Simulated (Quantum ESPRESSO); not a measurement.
**Magnetic state of Ba2Fe2Se2OF2 from several starts**

Wanted: the moments of Ba2Fe2Se2OF2 and the energy of each order that was tried.

Method: PBEsol with U = 4.5 eV on Fe d (ortho-atomic projectors); plane waves with GBRV 1.5 PBEsol potentials, no spin-orbit coupling, in Quantum ESPRESSO 7.5.

This is a report of a sequence of runs, with most program output left out.

## Step 1: Set-up

The structure is tetragonal, space group I4/mmm (No. 139). The conventional cell has a = 4.195 Å, b = 4.195 Å, c = 19.522 Å, α = 90.00°, β = 90.00°, γ = 90.00°. Nearest to Ba lie 4 F at 2.62 Å and 1 O at 3.31 Å and 4 Se at 3.35 Å. Nearest to Fe lie 2 O at 2.10 Å and 4 Se at 2.73 Å. Nearest to Se lie 4 Fe at 2.73 Å and 4 Ba at 3.35 Å. Nearest to O lie 4 Fe at 2.10 Å and 2 Ba at 3.31 Å. F has 4 Ba at 2.62 Å nearest. Farther neighbours and most contacts between anions are not listed.

The cell comes from the Crystallography Open Database.

## Step 2: Run 1 (ferro ++)

The signs are those of the starting moments on the seeded atoms, the atoms that are given a moment.

The input, pw.in:

```
&CONTROL
  calculation = 'scf'
  prefix = 'pwscf'
  outdir = './tmp'
  pseudo_dir = './pseudo'
  disk_io = 'nowf'
/
&SYSTEM
  ibrav = 0
  celldm(1) = 8
  nat = 9
  ntyp = 5
  ecutwfc = 40
  ecutrho = 280
  nbnd = 59
  occupations = 'smearing'
  smearing = 'fd'
  degauss = 0.00367493
  nspin = 2
  starting_magnetization(1) = 0
  starting_magnetization(2) = 0.25
  starting_magnetization(3) = 0
  starting_magnetization(4) = 0
  starting_magnetization(5) = 0
/
&ELECTRONS
  conv_thr = 1.8d-08
  electron_maxstep = 150
  mixing_beta = 0.3
/
ATOMIC_SPECIES
Ba    137.3270 ba_pbesol_v1.uspp.F.UPF
Fe     55.8450 fe_pbesol_v1.5.uspp.F.UPF
Se     78.9710 se_pbesol_v1.uspp.F.UPF
O      15.9990 o_pbesol_v1.2.uspp.F.UPF
F      18.9984 f_pbesol_v1.4.uspp.F.UPF
CELL_PARAMETERS alat
  -0.4954153251472    0.4954153251472    2.3057020878090
   0.4954153251472   -0.4954153251472    2.3057020878090
   0.4954153251472    0.4954153251472   -2.3057020878090
ATOMIC_POSITIONS crystal
Ba      0.6694250000    0.6694250000    0.0000000000
Ba      0.3305750000    0.3305750000    0.0000000000
Fe      0.0000000000    0.5000000000    0.5000000000
Fe      0.5000000000    0.0000000000    0.5000000000
Se      0.0898200000    0.0898200000    0.0000000000
Se      0.9101800000    0.9101800000    0.0000000000
O       0.5000000000    0.5000000000    0.0000000000
F       0.2500000000    0.7500000000    0.5000000000
F       0.7500000000    0.2500000000    0.5000000000
K_POINTS automatic
6 6 6 0 0 0
HUBBARD {ortho-atomic}
U Fe-3d 4.5000
```

The run is started by

```sh
> OMP_NUM_THREADS=1 mpirun -n 4 pw.x -nk 4 -in pw.in > pw.out
```

The job ended after 12 min (4 MPI ranks of Intel Xeon Platinum 8488C (Sapphire Rapids), shared host; peak memory 2.3 GiB).

Spin moment in the atom's sphere by atom:

```tsv
atom	spin moment in the atom's sphere (μB)
Ba1	0.01
Ba2	0.01
Fe3	3.40
Fe4	3.40
Se5	0.09
Se6	0.09
O7	0.19
F8	0.00
F9	0.00
```

This step gave:

| Property | Result |
| --- | --- |
| smearing term TS | 3.66e-8 eV |
| magnetization | 8 μB |
| absolute magnetization | 8.04 μB |
| final state | ferromagnetic |

## Step 3: Run 2, typed as antiferro +−

pw.in: that of step 2 with these lines changed.

```diff
@@ -11,6 +11,6 @@
   nat = 9
-  ntyp = 5
+  ntyp = 6
   ecutwfc = 40
   ecutrho = 280
-  nbnd = 59
+  nbnd = 55
   occupations = 'smearing'
@@ -21,5 +21,6 @@
   starting_magnetization(2) = 0.25
-  starting_magnetization(3) = 0
+  starting_magnetization(3) = -0.25
   starting_magnetization(4) = 0
   starting_magnetization(5) = 0
+  starting_magnetization(6) = 0
 /
@@ -32,3 +33,4 @@
 Ba    137.3270 ba_pbesol_v1.uspp.F.UPF
-Fe     55.8450 fe_pbesol_v1.5.uspp.F.UPF
+Fe1    55.8450 fe_pbesol_v1.5.uspp.F.UPF
+Fe2    55.8450 fe_pbesol_v1.5.uspp.F.UPF
 Se     78.9710 se_pbesol_v1.uspp.F.UPF
@@ -43,4 +45,4 @@
 Ba      0.3305750000    0.3305750000    0.0000000000
-Fe      0.0000000000    0.5000000000    0.5000000000
-Fe      0.5000000000    0.0000000000    0.5000000000
+Fe1     0.0000000000    0.5000000000    0.5000000000
+Fe2     0.5000000000    0.0000000000    0.5000000000
 Se      0.0898200000    0.0898200000    0.0000000000
@@ -53,2 +55,3 @@
 HUBBARD {ortho-atomic}
-U Fe-3d 4.5000
+U Fe1-3d 4.5000
+U Fe2-3d 4.5000
```

It took 17 min on 4 MPI ranks; peak memory 2.4 GiB; 69 min of CPU time.

Spin moment in the atom's sphere by atom:

```tsv
atom	spin moment in the atom's sphere (μB)
Ba1	0.00
Ba2	0.00
Fe3	3.38
Fe4	-3.38
Se5	0.00
Se6	0.00
O7	0.00
F8	0.00
F9	0.00
```

This step gave:

* smearing term TS: 2.35e-11 eV
* magnetization: 0 μB
* absolute magnetization: 7.606 μB
* final state: antiferromagnetic

## Step 4: Ranking

An order is kept where moments of 0.15 μB or more survive with the typed signs; meshes match where a doubled cell samples the same k points as the first cell.

Orders:

```tsv
start	final state	typed order kept	energy over the lowest (meV a seeded atom)	largest site moment (μB)	net moment (μB a cell of the first run)	mesh matched	CPU time (s)
ferro ++	ferromagnetic	yes	35.9	3.403	8	yes	2772
antiferro +-	antiferromagnetic	yes	0	3.381	0	yes	4143
```

## Step 5: The lowest state again, with its states saved

pw.in: that of step 3 with these lines changed.

```diff
@@ -5,3 +5,3 @@
   pseudo_dir = './pseudo'
-  disk_io = 'nowf'
+  disk_io = 'low'
 /
@@ -14,3 +14,3 @@
   ecutrho = 280
-  nbnd = 55
+  nbnd = 59
   occupations = 'smearing'
```

It took 15 min on 4 MPI ranks; peak memory 2.5 GiB.

Numbers from this step:

| Item | Value |
| --- | --- |
| smearing term TS | 1.58e-12 eV |
| magnetization | 0 μB |
| absolute magnetization | 7.606 μB |
| final state | antiferromagnetic |
| largest moment | 3.381 μB |

## Step 6: Projections on atomic orbitals

projwfc.x projects the saved states on orthogonalised atomic orbitals of the pseudopotential files.

Wall time 6.8 s (4 MPI ranks); peak memory 0.94 GiB; 27 s of CPU time.

```tsv
atom	moment in the sphere (μB)	Löwdin moment (μB)	Löwdin charge (e)
Ba1	0.000	0.000	9.786
Ba2	0.000	0.000	9.786
Fe3	3.381	3.770	15.629
Fe4	-3.381	-3.770	15.629
Se5	0.000	0.000	5.888
Se6	0.000	0.000	5.888
O7	0.000	0.000	6.499
F8	0.000	0.000	7.322
F9	0.000	0.000	7.322
```

## Step 7: Occupations of the corrected shells in the lowest state

Occupations of the Hubbard shells:

```tsv
block	type	shell	spin	electrons	occupation numbers
3	Fe1	3d	up	4.92	0.975 0.982 0.985 0.987 0.991
3	Fe1	3d	down	1.237	0.035 0.037 0.095 0.128 0.942
4	Fe2	3d	up	1.237	0.035 0.037 0.095 0.128 0.942
4	Fe2	3d	down	4.92	0.975 0.982 0.985 0.987 0.991
```

## Step 8: Results

| Item | Value |
| --- | --- |
| lowest state found | antiferromagnetic (from antiferro +-) |
| largest site moment | 3.38 μB |
| next state with moments | ferromagnetic, 35.9 meV a seeded atom higher |

In words: The largest moment reads 3.38 μB in the sphere and 3.77 μB by Löwdin projection; a site moment hangs on how space is shared out. This is the lowest of 2 collinear or spinless starts, no proof of the ground state.

[Logs and program files are shortened in this print: banners, set-up blocks, solver, clock and traceback lines can be left out without a mark of their own.]

[Logs are printed without paths, hosts, clocks, repeated set-up lines and the standing remarks that a program may print on its own settings, such as how far it seeks lower states.]

[Hosts, paths, dates, database ids (printed as entryN), source tags and the programs' standing remarks are cut or masked in the printed files.]

[Where a cell is said to come from a database of computed structures, the database is the Materials Project.]
